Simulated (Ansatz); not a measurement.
# Hf2NO2 monolayer: relaxing the cell for a phonon run, part 2 of 2

Aim: bring Hf2NO2 monolayer to small forces and stress, as phonons need.

Ansatz 0.2.0; DFT PBEsol, scalar-relativistic, plane waves, PAW.

So far. Step 2 (Probe on a coarse mesh): The coarse mesh shows no gap.

## 5. Tight relaxation

Phonons need a cell at rest on their own settings, so the relaxation is repeated with tight tolerances on forces and stress on the k mesh and occupations of the first response run.

File input.yaml:

```yaml
crystal:
  lattice:
    - [3.1944776251, 0.0, 0.0]
    - [-1.5972388125, 2.7664987752, 0.0]
    - [0.0, 0.0, 32.6]
  atoms:
    - { symbol: "N", position: [0.0, 0.0, 0.3067484663] }
    - { symbol: Hf, position: [0.3333333333, 0.6666666667, 0.3473913474] }
    - { symbol: Hf, position: [0.6666666667, 0.3333333333, 0.2661055851] }
    - { symbol: O, position: [0.6666666667, 0.3333333333, 0.3775152543] }
    - { symbol: O, position: [0.3333333333, 0.6666666667, 0.2359816783] }
  periodic: [true, true, false]
kpoints:
  mp_grid: { grid: [12, 12, 1] }
hamiltonian:
  xc: pbesol
scf:
  occupations: { method: methfessel_paxton, width: 0.15 }
output:
  forces: true
  stress: true
  eigenvalues: true
  write_density: true
  write_potential: true
  elf: true
  volumetric_format: npy
relax:
  adjacent_minimum: "off"
  f_tol: 0.001
  max_steps: 60
  cell: { stress_2d_tol: 0.002 }
```

Command:

```console
$ ansatz run input.yaml --threads 8 --pin off --max-ram 14336MiB --backend cpu --events-out ev --progress --plain --runs-dir out
```

Numbers of over 12 decimals in the logs are rounded to 6 here.

Log:

```text
[...]
Crystal: 5 atoms, lattice volume = 288.103 Å³
Basis set: ecut = 420 eV, 5737 PW (Γ), exchange–correlation on 48×48×450 points (8 copies of the dense FFT grid, shifted against one another)
Bands: 42, of which v1, the nominal top of the filled ones, is band 35 counted from 1 (34 counted from 0)
Symmetry: 12 space group operations
[...]
k-points: 19 of 144
[...]
cell:  # Å, volume = 288.0811 Å³
    - [3.194355, -2.886639233744036e-11, 0]
    - [-1.597178, 2.766393, 0]
    - [0, 0, 32.6]
  atoms:
    - { symbol: N, position: [0, 0, 0.306748] }
    - { symbol: Hf, position: [0.333333, 0.666667, 0.347389] }
    - { symbol: Hf, position: [0.666667, 0.333333, 0.266108] }
    - { symbol: O, position: [0.666667, 0.333333, 0.377525] }
    - { symbol: O, position: [0.333333, 0.666667, 0.235972] }
[key lines of the parts left out:]
SCF converged after 8 iterations
Free energy (F): -32704.265040 eV
Fermi energy:    -4.615998 eV
P = ½ c Tr σ = 0.0013 N/m
```

The job ended after 11 s (8 threads of Arm Neoverse V2, shared host; peak memory 1 GiB; 77 s of CPU time).

Little changed from the start: no atom moved by 0.005 Å and no cell edge by 0.1 %.

This step gave:

- area per atom: 1.767 Å²

Valence density in the ac plane at fractional y = 0.333, with atoms of Hf and O within 0.2 Å of it. It is the smooth field of the valence electrons, not physical close to the nuclei.

Ten steps, logarithmic in the rise over the least value, from '_' (0 e/Å³) to '@' (20 e/Å³), each cell a mean:
```
________________________________
________________________________
________________________________
________________________________
________________________________
________________________________
________________________________
________________________________
________________________________
________________________________
________________________________
________________________________
________________________________
________________________________
..________....::==++****++==--::
::::------::::::--========--::::
::::::::::::....::::::::::::....
::........::--++##@@@@@@@@%%**--
......::........::::------::....
________________________________
________________________________
________________________________
________________________________
________________________________
```
Columns run along a (3.2 Å), rows up along c (32.6 Å). Atoms in or near the plane, at fractional coordinates: Hf at (0.67, 0.27), O at (0.67, 0.38).

ELF in the ac plane at fractional y = 0.333, with atoms of Hf and O within 0.2 Å of it. It is the smooth field of the valence electrons, not physical close to the nuclei.

Values, 24 rows by 16 columns, each cell a mean:
```
0.00 0.00 0.00 0.00 0.00 0.00 0.00 0.00 0.00 0.00 0.00 0.00 0.00 0.00 0.00 0.00
0.00 0.00 0.00 0.00 0.00 0.00 0.00 0.00 0.00 0.00 0.00 0.00 0.00 0.00 0.00 0.00
0.00 0.00 0.00 0.00 0.00 0.00 0.00 0.00 0.00 0.00 0.00 0.00 0.00 0.00 0.00 0.00
0.00 0.00 0.00 0.00 0.00 0.00 0.00 0.00 0.00 0.00 0.00 0.00 0.00 0.00 0.00 0.00
0.00 0.00 0.00 0.00 0.00 0.00 0.00 0.00 0.00 0.00 0.00 0.00 0.00 0.00 0.00 0.00
0.00 0.00 0.00 0.00 0.00 0.00 0.00 0.00 0.00 0.00 0.00 0.00 0.00 0.00 0.00 0.00
0.00 0.00 0.00 0.00 0.00 0.00 0.00 0.00 0.00 0.00 0.00 0.00 0.00 0.00 0.00 0.00
0.00 0.00 0.00 0.00 0.00 0.00 0.00 0.00 0.00 0.00 0.00 0.00 0.00 0.00 0.00 0.00
0.00 0.00 0.00 0.00 0.00 0.00 0.00 0.00 0.00 0.00 0.00 0.00 0.00 0.00 0.00 0.00
0.00 0.00 0.00 0.00 0.00 0.00 0.00 0.00 0.00 0.00 0.00 0.00 0.00 0.00 0.00 0.00
0.00 0.00 0.00 0.00 0.00 0.00 0.00 0.00 0.00 0.00 0.00 0.00 0.00 0.00 0.00 0.00
0.00 0.00 0.00 0.00 0.00 0.00 0.00 0.00 0.00 0.00 0.00 0.00 0.00 0.00 0.00 0.00
0.00 0.00 0.00 0.00 0.00 0.00 0.00 0.00 0.00 0.00 0.00 0.00 0.00 0.00 0.00 0.00
0.02 0.01 0.00 0.00 0.01 0.02 0.05 0.08 0.12 0.15 0.16 0.17 0.15 0.13 0.09 0.06
0.33 0.12 0.04 0.04 0.08 0.25 0.50 0.68 0.75 0.74 0.66 0.65 0.72 0.76 0.71 0.58
0.14 0.18 0.24 0.25 0.21 0.17 0.19 0.31 0.43 0.50 0.51 0.51 0.51 0.47 0.35 0.21
0.37 0.45 0.49 0.50 0.47 0.39 0.29 0.22 0.19 0.20 0.21 0.21 0.20 0.19 0.21 0.28
0.14 0.18 0.27 0.28 0.21 0.14 0.22 0.49 0.72 0.80 0.81 0.80 0.81 0.76 0.58 0.30
0.34 0.49 0.56 0.57 0.52 0.40 0.25 0.15 0.14 0.17 0.20 0.21 0.18 0.14 0.12 0.18
0.04 0.06 0.08 0.08 0.07 0.05 0.03 0.02 0.01 0.01 0.01 0.00 0.01 0.01 0.01 0.03
0.00 0.00 0.00 0.00 0.00 0.00 0.00 0.00 0.00 0.00 0.00 0.00 0.00 0.00 0.00 0.00
0.00 0.00 0.00 0.00 0.00 0.00 0.00 0.00 0.00 0.00 0.00 0.00 0.00 0.00 0.00 0.00
0.00 0.00 0.00 0.00 0.00 0.00 0.00 0.00 0.00 0.00 0.00 0.00 0.00 0.00 0.00 0.00
0.00 0.00 0.00 0.00 0.00 0.00 0.00 0.00 0.00 0.00 0.00 0.00 0.00 0.00 0.00 0.00
```
Columns run along a (3.2 Å), rows up along c (32.6 Å). Atoms in or near the plane, at fractional coordinates: Hf at (0.67, 0.27), O at (0.67, 0.38).

Electrostatic potential energy in the ac plane at fractional y = 0.333, with atoms of Hf and O within 0.2 Å of it. With pseudopotentials it is smooth inside the atoms' cores, unlike the true potential.

Values in eV, 24 rows by 16 columns, each cell a mean:
```
  0   0   0   0   0   0   0   0   0   0   0   0   0   0   0   0
  0   0   0   0   0   0   0   0   0   0   0   0   0   0   0   0
  0   0   0   0   0   0   0   0   0   0   0   0   0   0   0   0
  0   0   0   0   0   0   0   0   0   0   0   0   0   0   0   0
  0   0   0   0   0   0   0   0   0   0   0   0   0   0   0   0
  0   0   0   0   0   0   0   0   0   0   0   0   0   0   0   0
  0   0   0   0   0   0   0   0   0   0   0   0   0   0   0   0
  0   0   0   0   0   0   0   0   0   0   0   0   0   0   0   0
  0   0   0   0   0   0   0   0   0   0   0   0   0   0   0   0
  0   0   0   0   0   0   0   0   0   0   0   0   0   0   0   0
  0   0   0   0   0   0   0   0   0   0   0   0   0   0   0   0
  0   0   0   0   0   0   0   0   0   0   0   0   0   0   0   0
  0   0   0   0   0   0   0   0   0   0   0   0   0   0   0   0
  0   0   0   0   0   0   0   0   0   0   0   0   0   0   0   0
 -3  -3  -4  -4  -4  -3  -3  -6 -15 -19 -21 -21 -20 -17  -8  -3
-14 -18 -20 -21 -19 -16 -12 -10 -12 -15 -16 -16 -15 -13 -10 -11
 -8  -8  -9  -9  -8  -8  -8  -9 -10 -11 -12 -12 -12 -10  -9  -8
-14  -9  -7  -7  -8 -12 -20 -30 -33 -34 -34 -34 -34 -33 -32 -24
 -4  -3  -3  -3  -3  -4  -5  -7 -10 -12 -13 -14 -13 -11  -8  -6
  0   0   0   0   0   0   0   0   0   0  -1  -1  -1   0   0   0
  0   0   0   0   0   0   0   0   0   0   0   0   0   0   0   0
  0   0   0   0   0   0   0   0   0   0   0   0   0   0   0   0
  0   0   0   0   0   0   0   0   0   0   0   0   0   0   0   0
  0   0   0   0   0   0   0   0   0   0   0   0   0   0   0   0
```
Columns run along a (3.2 Å; values clipped at the 3rd and 97th percentile), rows up along c (32.6 Å). Atoms in or near the plane, at fractional coordinates: Hf at (0.67, 0.27), O at (0.67, 0.38).

The largest force component left is 0.39 meV/Å, within the tolerances set.

## 6. What came out

| Property | Result |
| --- | --- |
| space group after relaxation (within 0.01 Å) | P-3m1 |
| lattice constant a | 3.194 Å |
| lattice constant b | 3.194 Å |
| area per atom | 1.77 Å² |

What this shows: The largest force component left is 0.39 meV/Å, within the tolerances set. The relaxation keeps the symmetry of its start, so it says nothing on stability against lower symmetry. The runs are without spin polarisation, although the cell has an odd electron count. Spin-orbit coupling is left out, which can matter for the heavy elements here. The starting cell was built on a prototype and not taken from a measurement.

[Logs are printed without paths, hosts, clocks, repeated set-up lines and the standing remarks that a program may print on its own settings, such as how far it seeks lower states.]

[Hosts, paths, dates, database ids (printed as entryN), source tags and the programs' standing remarks are cut or masked in the printed files.]
